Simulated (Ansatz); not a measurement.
# Quasi-harmonic thermodynamics of GaAs (F-43m), part 2 of 2

How much does GaAs expand with temperature?

What experiment has found for this phase:
- volume expansion coefficient 16.2 1e-6/K, heat capacity C_P per formula unit 46.8 J/mol/K and bulk modulus 74.8 GPa near room temperature (given in “High-Throughput Prediction of Finite-Temperature Properties using the Quasi-Harmonic Approximation”, 2016, arXiv:1603.06924)

Ansatz 0.2.0; DFT r2SCAN, scalar-relativistic, plane waves, PAW.

So far. Step 2 (Probe on a coarse mesh): The start is under 0.50 GPa at this level and looks like an insulator or semiconductor on this mesh. The relaxed cell has a = 5.666 Å (conventional setting).

## 4. Tight relaxation

The relaxation is repeated with tighter thresholds on force and stress, since phonons are sensitive to what is left; a change of mesh or smearing in the input moves the cell too.

input.yaml

```yaml
crystal:
  lattice:
    - [0.0, 2.8332037366, 2.8332037366]
    - [2.8332037366, 0.0, 2.8332037366]
    - [2.8332037366, 2.8332037366, 0.0]
  atoms:
    - { symbol: Ga, position: [0.0, 0.0, 0.0] }
    - { symbol: As, position: [0.25, 0.25, 0.25] }
kpoints:
  mp_grid: { grid: [8, 8, 8] }
hamiltonian:
  xc: r2scan
scf:
  occupations: { method: fixed }
  lower_state_search: "off"
output:
  forces: true
  stress: true
  eigenvalues: true
  write_density: true
  write_potential: true
  elf: true
  volumetric_format: npy
relax:
  adjacent_minimum: "off"
  f_tol: 0.001
  max_steps: 60
  cell: { stress_tol: 0.01 }
```

On the command line:

```console
> ansatz run input.yaml --threads 8 --pin off --max-ram 16384MiB --backend cpu --events-out ev --progress --plain --runs-dir out
```

Numbers of over 12 decimals in the logs are rounded to 6 here.

The log of the run:

```text
[...]
Crystal: 2 atoms, lattice volume = 45.484 Å³
Basis set: ecut = 500 eV, 1139 PW (Γ), exchange–correlation on 120×120×120 points (64 copies of the dense FFT grid, shifted against one another)
Bands: 18, of which v1, the nominal top of the filled ones, is band 14 counted from 1 (13 counted from 0)
Symmetry: 24 space group operations
[...]
k-points: 29 of 512 (time reversal used)
[...]
SCF iter   1: F=-8655.741709 eV  HF=-8655.745406 eV  |F-HF|=3.70e-3  |Δ(HF+E_count)|=         —  Δρ=7.98e-3  dr2=1.08e-2  dr2_τ=4.31e-3  ethr=1.77e-3  ⟨swp⟩=4.4  Hψ=2307  notcnv=0  defer=45
[...]
SCF iter   7: F=-8655.754427 eV  HF=-8655.754427 eV  |F-HF|=4.46e-9  |Δ(HF+E_count)|=   1.56e-8  Δρ=3.73e-6  dr2=9.02e-9  dr2_τ=5.02e-11  ethr=3.57e-10  ⟨swp⟩=9.1  Hψ=3332  notcnv=0
SCF 1 converged in 7 iterations: F = -8655.754427 eV  dr2 = 9.02e-9
[...]
relax step   1: F+E_penalty+E_count = -8655.75442748 eV  Δ(F+E_penalty+E_count) = +0.000e0 eV  max|allowed force component| = 1.197e-16 eV/Å  Δτ_max = 0.0000 Å  P = +0.002 GPa  Ω = 45.484 Å³  (7 SCF iters, dr2 threshold 1.00e-7 eV, accepted)
[...]
SCF iter   6: F=-8655.754427 eV  HF=-8655.754427 eV  |F-HF|=3.64e-12  |Δ(HF+E_count)|=  1.82e-12  Δρ=2.45e-8  dr2=1.76e-13  dr2_τ=4.89e-15  ethr=1.00e-12  ⟨swp⟩=5.1  Hψ=2685  notcnv=0
SCF 2 converged in 6 iterations: F = -8655.754427 eV  dr2 = 1.76e-13
relax step   2: F+E_penalty+E_count = -8655.75442749 eV  Δ(F+E_penalty+E_count) = -4.489e-9 eV  max|allowed force component| = 1.457e-16 eV/Å  Δτ_max = 0.0000 Å  P = +0.002 GPa  Ω = 45.484 Å³  stress off target by 2.29e-3 GPa  SCF on the basis re-selected at this cell (its energy is not comparable with the rows above)  (6 SCF iters)
[...]
SCF converged after 6 iterations
Free energy (F): -8655.754427 eV
[...]
Internal energy: -8655.754427 eV  (E = F + TS)
E sigma→0 (E₀):  -8655.754427 eV
Fermi energy:    7.846400 eV
[...]
--- Stress (GPa, compression-positive) ---
        0.002295       0.000000      -0.000000
        0.000000       0.002295       0.000000
       -0.000000       0.000000       0.002295
  P = ⅓ Tr σ = 0.0023 GPa (0.023 kbar)
--- Band table (eV; the first three rows and the last of 29) ---
  k-point 0: bands = [... 10 lower, -5.3121, 7.8464, 7.8464, 7.8464, 8.8079, 11.8941, 11.8941, 11.8941]
  k-point 1: bands = [... 10 lower, -5.1214, 5.9375, 7.6065, 7.6065, 9.7992, 12.2523, 12.2523, 12.4085]
  k-point 2: bands = [... 10 lower, -4.5904, 3.6718, 7.1525, 7.1525, 9.6572, 12.7920, 12.7920, 14.2767]
  k-point 28: bands = [... 10 lower, -2.6566, 1.0875, 4.2364, 4.4443, 12.8468, 12.9122, 13.7417, 14.3348]
--- Relaxed structure (1 steps of the walk, 1 accepted, 1 SCFs on fresh bases) ---
[...]
cell:  # Å, volume = 45.4845 Å³
    - [0.0, 2.8332037366, 2.8332037366]
    - [2.8332037366, 0.0, 2.8332037366]
    - [2.8332037366, 2.8332037366, 0.0]
  atoms:
    - { symbol: Ga, position: [0.0, 0.0, 0.0] }
    - { symbol: As, position: [0.250000, 0.250000, 0.250000] }
```

Elapsed: 2 s, on 8 threads of Arm Neoverse V2, shared host; peak memory 0.64 GiB; 13 s of CPU time.

Little changed from the start: no atom moved by 0.005 Å and no cell edge by 0.1 %.

Numbers from this step:

* pressure: 0.002295 GPa

Electrostatic potential energy in the ac plane of a cell with a along [110], b along [-110] and c along [001] of the cube at fractional y = 0.000, with atoms of Ga and As within 0.2 Å of it. With pseudopotentials it is smooth inside the atoms' cores, unlike the true potential.

Values in eV, 8 rows by 16 columns, each cell a mean:
```
-14  -8   4   0  -1   3  -3 -13 -14  -8   4   0  -1   3  -3 -13
  4   6  -5   5   8  -5   4   5   4   6  -5   5   8  -5   4   5
 11   9  -3   0   4  -5   7  11  11   9  -3   0   4  -5   7  11
 12  11   9   4   3   8  11  12  12  11   9   4   3   8  11  12
 12  12  12  11  11  11  12  12  12  12  12  11  11  11  12  12
 11  11  11  12  12  12  11  11  11  11  11  12  12  12  11  11
 -1   5  10  11  11  10   7   0  -1   5  10  11  11  10   7   0
-14 -10   6  10  11   8  -5 -14 -14 -10   6  10  11   8  -5 -14
```
Columns run along a (8.0 Å; values clipped at the 3rd and 97th percentile), rows up along c (5.7 Å), edges of the conventional cell, whose origin can differ from the input's. Atoms in or near the plane, at fractional coordinates: Ga at (0.50, 0.00), Ga at (0.00, 0.00), As at (0.75, 0.75), As at (0.25, 0.75).

Valence density in the ac plane of a cell with a along [110], b along [-110] and c along [001] of the cube at fractional y = 0.000, with atoms of Ga and As within 0.2 Å of it. It is the smooth field of the valence electrons, not physical close to the nuclei.

Ten steps, logarithmic in the rise over the least value, from '0' (0 e/Å³) to '9' (34 e/Å³), each cell a mean:
```
8521111113785211111137
3212233212332122332123
1112576321111125763211
0013798411000137984110
0012576310000125763100
0001233100000012331000
0000111000000001110000
0000000000000000000000
0000000000000000000000
0000000000000000000000
0000000000000000000000
0000000000000000000000
2100000001121000000011
6310000012563100000125
9621000014896210000148
```
Columns run along a (8.0 Å), rows up along c (5.7 Å), edges of the conventional cell, whose origin can differ from the input's. Atoms in or near the plane, at fractional coordinates: Ga at (0.50, 0.00), Ga at (0.00, 0.00), As at (0.75, 0.75), As at (0.25, 0.75).

ELF in the ac plane of a cell with a along [110], b along [-110] and c along [001] of the cube at fractional y = 0.000, with atoms of Ga and As within 0.2 Å of it. It is the smooth field of the valence electrons, not physical close to the nuclei.

Ten even steps from '0' (0.01) to '9' (0.75), each cell a mean:
```
0147988852001479888520
2369978984223699789842
3599634897435996348974
3688422697436884226974
1477534775214775347752
0257777763002577777630
0025788641000257886410
0002455310000024553100
0000111000000001110000
0000000000000000000000
2100000001121000000011
3320000012333200000123
3321000123333210001233
1232211232112322112321
1134555532011345555320
```
Columns run along a (8.0 Å), rows up along c (5.7 Å), edges of the conventional cell, whose origin can differ from the input's. Atoms in or near the plane, at fractional coordinates: Ga at (0.50, 0.00), Ga at (0.00, 0.00), As at (0.75, 0.75), As at (0.25, 0.75).

The residual pressure is 0.0023 GPa, small enough for phonons.

## 5. Phonons on strained cells

The study relaxes the crystal at several strains, solves the phonons on some of them and minimises the free energy at each temperature (static energy, vibrations, the electrons in a metal, and PV under a set pressure); the q-mesh sets how far the force constants reach.

input.yaml, the sections that differ from step 4:

```yaml
output:
  eigenvalues: true
phonons:
  method: dfpt
  qmesh: [4, 4, 4]
  temperatures: { t_max: 800.0, t_step: 50 }
  thermal_expansion: {}
# crystal, kpoints, hamiltonian, scf: as in step 4
# relax: removed
```

The log of the run:

```text
Warning: phonons: the dynamical matrix that this run interpolates holds no multipole term above the dipole-dipole one, and a site of this crystal is no centre of inversion, so its interpolated transverse optical and acoustic branches and sound speeds can stay off near Gamma, and the density of states and the thermodynamics with them. What a run solves at a wave vector of phonons.qpoints, Gamma apart, where the deck admits one, is free of this, and under fd what a larger phonons.supercell samples
[...]
Crystal: 2 atoms, lattice volume = 45.484 Å³
Basis set: ecut = 580 eV, 1459 PW (Γ), exchange–correlation on 160×160×160 points (125 copies of the dense FFT grid, shifted against one another)
Bands: 18, of which v1, the nominal top of the filled ones, is band 14 counted from 1 (13 counted from 0)
Symmetry: 24 space group operations
[...]
k-points: 29 of 512 (time reversal used)
[...]
SCF iter   1: F=-8655.743245 eV  HF=-8655.746601 eV  |F-HF|=3.36e-3  |Δ(HF+E_count)|=         —  Δρ=8.11e-3  dr2=1.12e-2  dr2_τ=4.34e-3  ethr=1.77e-3  ⟨swp⟩=4.2  Hψ=2296  notcnv=0  defer=45
[...]
SCF iter   9: F=-8655.755773 eV  HF=-8655.755773 eV  |F-HF|=3.64e-12  |Δ(HF+E_count)|=  4.37e-11  Δρ=6.25e-8  dr2=2.32e-12  dr2_τ=2.37e-14  ethr=1.00e-12  ⟨swp⟩=6.6  Hψ=2735  notcnv=0
SCF 1 converged in 9 iterations: F = -8655.755773 eV  dr2 = 2.32e-12
[...]
relax step   1: F+E_penalty+E_count = -8655.75577343 eV  Δ(F+E_penalty+E_count) = +0.000e0 eV  max|allowed force component| = 1.006e-16 eV/Å  Δτ_max = 0.0000 Å  (9 SCF iters, accepted)
SCF converged after 9 iterations
Free energy (F): -8655.755773 eV
[...]
Internal energy: -8655.755773 eV  (E = F + TS)
E sigma→0 (E₀):  -8655.755773 eV
Fermi energy:    7.846047 eV
[...]
--- Stress (GPa, compression-positive) ---
        0.002549      -0.000000      -0.000000
       -0.000000       0.002549       0.000000
       -0.000000       0.000000       0.002549
  P = ⅓ Tr σ = 0.0025 GPa (0.025 kbar)
--- Band table (eV; the first three rows and the last of 29) ---
  k-point 0: bands = [... 10 lower, -5.3124, 7.8460, 7.8460, 7.8460, 8.8079, 11.8936, 11.8936, 11.8936]
  k-point 1: bands = [... 10 lower, -5.1216, 5.9373, 7.6062, 7.6062, 9.7991, 12.2519, 12.2519, 12.4082]
  k-point 2: bands = [... 10 lower, -4.5907, 3.6715, 7.1521, 7.1521, 9.6571, 12.7915, 12.7915, 14.2765]
  k-point 28: bands = [... 10 lower, -2.6568, 1.0871, 4.2360, 4.4439, 12.8466, 12.9118, 13.7414, 14.3343]
── thermal expansion: 3 new cells, 3 in all ──
thermal expansion: relaxation of cell 2
thermal expansion: relaxation of cell 3
── thermal expansion: 2 new cells, 5 in all ──
thermal expansion: relaxation of cell 4
thermal expansion: electrons of cell 4
thermal expansion: phonons of cell 4
thermal expansion: relaxation of cell 5
thermal expansion: electrons of cell 1
thermal expansion: electrons of cell 2
thermal expansion: electrons of cell 3
thermal expansion: electrons of cell 5
thermal expansion: phonons of cell 5
── thermal expansion: 5 new cells, 10 in all ──
thermal expansion: relaxation of cell 6
thermal expansion: relaxation of cell 7
thermal expansion: relaxation of cell 8
thermal expansion: relaxation of cell 9
thermal expansion: relaxation of cell 10
thermal expansion: electrons of cell 6
thermal expansion: electrons of cell 7
thermal expansion: electrons of cell 8
thermal expansion: electrons of cell 9
thermal expansion: electrons of cell 10
thermal expansion: phonons of cell 6
thermal expansion: phonons of cell 7
--- Relaxed structure (1 steps of the walk, 1 accepted, 0 SCFs on fresh bases) ---
  F+E_penalty+E_count = -8655.75577343 eV   max|allowed force component| = 1.006e-16 eV/Å
  atoms:
    - { symbol: Ga, position: [0.0, 0.0, 0.0] }
    - { symbol: As, position: [0.250000, 0.250000, 0.250000] }
--- Thermal expansion: 10 cells in 3 rounds, 0 GPa ---
  no lower state was looked for at cell 4: scf.lower_state_search: off
  without vibrations: a 4.00680, b 4.00680, c 4.00680 Å, V 45.4861 Å³, B 72.49 GPa
  at 0 K: a 4.01176, b 4.01176, c 4.01176 Å, V 45.6553 Å³, B 71.60 GPa
  zero-point expansion: a +0.124, b +0.124, c +0.124, V +0.372 %
      T/K        a/Å        b/Å        c/Å       V/Å³ | expansion of a, b, c, V (1e-6/K)   | that of V in the mean from 25 °C | C_P, C_V (J/mol K of the cell) | B_T, B_S (GPa)
     0.00    4.01176    4.01176    4.01176    45.6553 |    0.00    0.00    0.00    0.00 |   11.54 |     0.000     0.000 |    71.60    71.60
   100.00    4.01208    4.01208    4.01208    45.6661 |    2.89    2.89    2.89    8.68 |   16.17 |    29.297    29.282 |    71.31    71.35
   200.00    4.01392    4.01392    4.01392    45.7290 |    5.71    5.71    5.71   17.12 |   18.67 |    42.768    42.654 |    70.52    70.71
   298.15    4.01638    4.01638    4.01638    45.8130 |    6.62    6.62    6.62   19.85 |       - |    46.622    46.397 |    69.65    69.99
   350.00    4.01778    4.01778    4.01778    45.8611 |    6.88    6.88    6.88   20.63 |   20.27 |    47.601    47.316 |    69.18    69.60
   450.00    4.02062    4.02062    4.02062    45.9583 |    7.22    7.22    7.22   21.65 |   20.90 |    48.709    48.311 |    68.27    68.83
   550.00    4.02357    4.02357    4.02357    46.0596 |    7.45    7.45    7.45   22.36 |   21.38 |    49.341    48.827 |    67.35    68.06
   650.00    4.02661    4.02661    4.02661    46.1642 |    7.65    7.65    7.65   22.96 |   21.79 |    49.760    49.128 |    66.43    67.28
   750.00    4.02973    4.02973    4.02973    46.2715 |    7.83    7.83    7.83   23.49 |   22.15 |    50.073    49.318 |    65.50    66.50
   800.00    4.03132    4.03132    4.03132    46.3262 |    7.91    7.91    7.91   23.74 |   22.32 |    50.206    49.388 |    65.04    66.12
  the static fit leaves 0.001 meV an atom of the energies and, of the stresses, 0.000 GPa of each cell's largest along a strain (root mean squares over the cells), whose Pulay part it has at -0.010 GPa
  vibrations' free energy: its fit passes through its cells
  the electrons' free energy at temperature is in it; its fit leaves 0.0000 meV an atom at the most
  free energies summed between the sampled wave vectors
  estimated error of the fitted expansion in any direction: up to 0.043e-6/K, at 800 K, with few degrees of freedom (an estimate, not a bound: it was exceeded on models of known expansion)
  by sums over the sampled wave vectors an expansion of the volume parts by up to 0.70e-6/K
  by a static energy of one degree less an expansion of the volume parts by up to 0.01e-6/K
  band gaps on the cells' k-points are 0.666 to 1.203 eV
```

The job ended after 39 min (8 threads; peak memory 2.6 GiB; 5.1 h of CPU time).

This step gave:

- pressure: 0.002549 GPa
- gap on the k-mesh: 0.9618 eV
- volume expansion coefficient at 298 K: 19.85 1e-6/K
- C_P at 298 K: 23.31 J/mol-atom/K
- entropy at 298 K: 32.31 J/mol-atom/K
- isothermal bulk modulus at 298 K: 69.65 GPa
- Grüneisen parameter at 298 K: 0.8222
- volume at 298 K: 22.91 Å³/atom
- principal linear expansion coefficients at 298 K: 6.617, 6.617, 6.617 1e-6/K

Strained cells of the study; zero-point energy where phonons were solved; the pressures are stresses at a fixed cutoff and can carry an offset from the finite basis. Expansion cells, by row:

| cell | \|a\| (Å) | \|b\| (Å) | \|c\| (Å) | V (Å³/atom) | E - E_lowest (meV/atom) | pressure, compression positive (GPa) | gap (eV) | zero-point energy (meV/atom) |
| --- | --- | --- | --- | --- | --- | --- | --- | --- |
| 1 | 4.007 | 4.007 | 4.007 | 22.74 | 0 | -0.007 | 0.9618 | - |
| 2 | 4.039 | 4.039 | 4.039 | 23.29 | 2.87 | -1.647 | 0.7711 | - |
| 3 | 3.975 | 3.975 | 3.975 | 22.21 | 3.008 | 1.823 | 1.156 | - |
| 4 | 4.007 | 4.007 | 4.007 | 22.75 | 0 | -0.027 | 0.9596 | 33.8 |
| 5 | 4.027 | 4.027 | 4.027 | 23.09 | 1.173 | -1.074 | 0.8398 | 33.23 |
| 6 | 4.018 | 4.018 | 4.018 | 22.94 | 0.365 | -0.611 | 0.8937 | 33.48 |
| 7 | 4.04 | 4.04 | 4.04 | 23.32 | 3.121 | -1.714 | 0.7629 | 32.86 |
| 8 | 3.967 | 3.967 | 3.967 | 22.08 | 4.648 | 2.293 | 1.203 | - |
| 9 | 3.987 | 3.987 | 3.987 | 22.41 | 1.127 | 1.094 | 1.08 | - |
| 10 | 4.057 | 4.057 | 4.057 | 23.61 | 6.901 | -2.486 | 0.6658 | - |

Quasi-harmonic; a, b, c are the run's own cell vectors. Expansion, by row:

| T (K) | a (Å) | b (Å) | c (Å) | alpha (deg) | beta (deg) | gamma (deg) | cell volume (Å³/cell) | alpha_a (1e-6/K) | alpha_b (1e-6/K) | alpha_c (1e-6/K) | alpha_V (1e-6/K) | C_P (J/mol-atom/K) | C_V (J/mol-atom/K) | S (J/mol-atom/K) | B_T (GPa) | B_S (GPa) | Grueneisen | extrapolation | fit error (1e-6/K) |
| --- | --- | --- | --- | --- | --- | --- | --- | --- | --- | --- | --- | --- | --- | --- | --- | --- | --- | --- | --- |
| 0 | 4.012 | 4.012 | 4.012 | 60 | 60 | 60 | 45.66 | 0 | 0 | 0 | 0 | 0 | 0 | 0 | 71.6 | 71.6 | - | 0 | 0 |
| 50 | 4.012 | 4.012 | 4.012 | 60 | 60 | 60 | 45.66 | 0.31 | 0.31 | 0.31 | 0.93 | 6.607 | 6.607 | 3.381 | 71.56 | 71.56 | 0.138 | 0 | 0 |
| 100 | 4.012 | 4.012 | 4.012 | 60 | 60 | 60 | 45.67 | 2.89 | 2.89 | 2.89 | 8.68 | 14.65 | 14.64 | 10.6 | 71.31 | 71.35 | 0.581 | 0 | 0 |
| 150 | 4.013 | 4.013 | 4.013 | 60 | 60 | 60 | 45.69 | 4.73 | 4.73 | 4.73 | 14.18 | 19.13 | 19.11 | 17.5 | 70.94 | 71.05 | 0.724 | 0 | 0.01 |
| 200 | 4.014 | 4.014 | 4.014 | 60 | 60 | 60 | 45.73 | 5.71 | 5.71 | 5.71 | 17.12 | 21.38 | 21.33 | 23.34 | 70.52 | 70.71 | 0.78 | 0 | 0.01 |
| 250 | 4.015 | 4.015 | 4.015 | 60 | 60 | 60 | 45.77 | 6.27 | 6.27 | 6.27 | 18.81 | 22.61 | 22.52 | 28.26 | 70.08 | 70.35 | 0.807 | 0 | 0.01 |
| 298.1 | 4.016 | 4.016 | 4.016 | 60 | 60 | 60 | 45.81 | 6.62 | 6.62 | 6.62 | 19.85 | 23.31 | 23.2 | 32.31 | 69.65 | 69.99 | 0.822 | 0 | 0.02 |
| 300 | 4.016 | 4.016 | 4.016 | 60 | 60 | 60 | 45.81 | 6.63 | 6.63 | 6.63 | 19.89 | 23.33 | 23.22 | 32.45 | 69.63 | 69.97 | 0.823 | 0 | 0.02 |
| 350 | 4.018 | 4.018 | 4.018 | 60 | 60 | 60 | 45.86 | 6.88 | 6.88 | 6.88 | 20.63 | 23.8 | 23.66 | 36.09 | 69.18 | 69.6 | 0.833 | 0 | 0.02 |
| 400 | 4.019 | 4.019 | 4.019 | 60 | 60 | 60 | 45.91 | 7.06 | 7.06 | 7.06 | 21.19 | 24.12 | 23.95 | 39.29 | 68.73 | 69.22 | 0.841 | 0 | 0.02 |
| 450 | 4.021 | 4.021 | 4.021 | 60 | 60 | 60 | 45.96 | 7.22 | 7.22 | 7.22 | 21.65 | 24.36 | 24.16 | 42.14 | 68.27 | 68.83 | 0.847 | 0 | 0.02 |
| 500 | 4.022 | 4.022 | 4.022 | 60 | 60 | 60 | 46.01 | 7.34 | 7.34 | 7.34 | 22.03 | 24.53 | 24.3 | 44.72 | 67.81 | 68.45 | 0.851 | 0 | 0.01 |
| 550 | 4.024 | 4.024 | 4.024 | 60 | 60 | 60 | 46.06 | 7.45 | 7.45 | 7.45 | 22.36 | 24.67 | 24.41 | 47.06 | 67.35 | 68.06 | 0.856 | 0 | 0.01 |
| 600 | 4.025 | 4.025 | 4.025 | 60 | 60 | 60 | 46.11 | 7.56 | 7.56 | 7.56 | 22.67 | 24.78 | 24.5 | 49.21 | 66.89 | 67.67 | 0.859 | 0 | 0.01 |
| 650 | 4.027 | 4.027 | 4.027 | 60 | 60 | 60 | 46.16 | 7.65 | 7.65 | 7.65 | 22.96 | 24.88 | 24.56 | 51.2 | 66.43 | 67.28 | 0.863 | 0 | 0.01 |
| 700 | 4.028 | 4.028 | 4.028 | 60 | 60 | 60 | 46.22 | 7.74 | 7.74 | 7.74 | 23.23 | 24.96 | 24.62 | 53.05 | 65.96 | 66.89 | 0.866 | 0 | 0.02 |
| 750 | 4.03 | 4.03 | 4.03 | 60 | 60 | 60 | 46.27 | 7.83 | 7.83 | 7.83 | 23.49 | 25.04 | 24.66 | 54.77 | 65.5 | 66.5 | 0.869 | 0 | 0.03 |
| 800 | 4.031 | 4.031 | 4.031 | 60 | 60 | 60 | 46.33 | 7.91 | 7.91 | 7.91 | 23.74 | 25.1 | 24.69 | 56.39 | 65.04 | 66.12 | 0.872 | 0 | 0.04 |

Expansion coefficient against temperature; values in 1e-6/K:

| temperature (K) | volume | principal 1 |
| --- | --- | --- |
| 0 | 0 | 0 |
| 50 | 0.93 | 0.31 |
| 100 | 8.68 | 2.89 |
| 150 | 14.2 | 4.73 |
| 200 | 17.1 | 5.71 |
| 250 | 18.8 | 6.27 |
| 298 | 19.9 | 6.62 |
| 300 | 19.9 | 6.63 |
| 350 | 20.6 | 6.88 |
| 400 | 21.2 | 7.06 |
| 450 | 21.6 | 7.22 |
| 500 | 22.0 | 7.34 |
| 550 | 22.4 | 7.45 |
| 600 | 22.7 | 7.56 |
| 650 | 23.0 | 7.65 |
| 700 | 23.2 | 7.74 |
| 750 | 23.5 | 7.83 |
| 800 | 23.7 | 7.91 |

At 298 K the volume expansion is 19.9 × 10⁻⁶/K and B_T is 69.6 GPa. The program raised the cutoff to 580 eV by itself: with no cutoff typed, the study takes about 1.16 times the default for its relaxations and scales it with the volume for the phonons.

## 6. Summary of results

```json
{"settings of these figures": "r2SCAN, 580 eV, k 8×8×8, q 4×4×4", "volume expansion coefficient at 298 K": "19.85 1e-6/K", "C_P at 298 K": "23.31 J/mol-atom/K", "entropy at 298 K": "32.31 J/mol-atom/K", "isothermal bulk modulus at 298 K": "69.65 GPa", "Grüneisen parameter at 298 K": "0.8222", "volume at 298 K": "22.91 Å³/atom", "principal linear expansion coefficients at 298 K": "6.617, 6.617, 6.617 1e-6/K"}
```

Near room temperature GaAs expands by 19.9 × 10⁻⁶/K in volume by r2SCAN, with C_P = 23.3 J/(mol K) per mole of atoms and B_T = 69.6 GPa. C_P at room temperature is 93 % of the classical 3R an atom. A measured volume expansion coefficient near room temperature is 16.2 1e-6/K (arXiv:1603.06924); the calculated 19.9 1e-6/K differs by +23 %. A measured bulk modulus near room temperature is 74.8 GPa (arXiv:1603.06924); the calculated 69.6 GPa differs by -7 %. The table does not say whether its value is isothermal or adiabatic. A measured heat capacity per formula unit near room temperature is 46.8 J/mol/K (arXiv:1603.06924); the calculated 46.6 J/mol/K agrees within half a per cent. The interpolation has no quadrupole term, so branches near the zone centre are less sure, since this crystal has sites that are not centres of inversion. The PAW files were made for PBE and are used here under another functional, for which the program regenerates the frozen cores.

[Logs are printed without paths, hosts, clocks, repeated set-up lines and the standing remarks that a program may print on its own settings, such as how far it seeks lower states.]

[Hosts, paths, dates, database ids (printed as entryN), source tags and the programs' standing remarks are cut or masked in the printed files.]

[A step with changed settings may run another functional than the one named; its input shows which.]
